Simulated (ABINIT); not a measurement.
# Calculated records

```json
{"subject": "A GW chain in ABINIT: CsCaH3 (Pm-3m)", "lattice_ang": [[4.6212, 0.0, 0.0], [0.0, 4.6212, 0.0], [0.0, 0.0, 4.6212]], "atoms": [["Cs", 0.0, 0.0, 0.0], ["Ca", 0.5, 0.5, 0.5], ["H", 0.5, 0.0, 0.5], ["H", 0.0, 0.5, 0.5], ["H", 0.5, 0.5, 0.0]], "method": "RPA screening on LDA, plane waves, norm-conserving pseudopotentials (and 2 further levels or steps)", "program": "ABINIT 10.8.3", "settings": "cutoff 31 Ha, PseudoDojo scalar-relativistic 0.4.1 standard, norm-conserving, ngkpt (2, 2, 2), nband 51, ecuteps 3.2 Ha, inclvkb 2, shiftk (0, 0, 0), symchi 1, awtr 1, frequency ppm, 2×2×2 k-mesh", "cost": "5 runs, 63 s in all on 4 MPI ranks of Arm Neoverse V2, shared host", "notes": "The cell and positions are those that the Materials Project relaxed with its own functionals (PBE, PBE+U or r2SCAN), kept fixed. Limits: no spin-orbit coupling. The 2×2×2 mesh is coarse for this cell, which bears on the long-range parts of exchange and screening.", "results": {"lda_gap": "2.81 eV, direct", "g0w0_gap_on_the_mesh": "5.05 eV", "gw_settings": "2×2×2 mesh, 51 bands, screening to 87.1 eV, Godby-Needs plasmon pole", "known_limits": "short of the basis limit; no spin-orbit coupling; coarse k mesh"}}
```

[Long decimals in the printed logs are rounded to 6 places.]

[Logs are printed without paths, hosts, clocks, repeated set-up lines and the standing remarks that a program may print on its own settings, such as how far it seeks lower states.]

[Paths, hosts, dates, memory and timing lines, banners, echoed tables and standing remarks are left out of the program output; an Ansatz launch command may be rebuilt from the run's recorded settings. Measured values are a selection of at most five: reports struck by readers or far from the other reports are left out. None is set beside runs whose start may be inverted or whose files or cutoffs have a known fault.]

[Runs of the session that timed out or met a known fault of the program may be left out.]

[Hosts, paths, dates, database ids (printed as entryN), source tags and the programs' standing remarks are cut or masked in the printed files.]

[G0W0 gaps are taken among the corrected bands and points alone; a level outside them can change the order at an edge.]

[Where Ansatz stands beside ABINIT at settings called matched, ABINIT's density can come from a denser mesh and the files from another edition; pairs whose starting gaps differed by over 0.03 eV were left out, so agreement reads better than it is.]
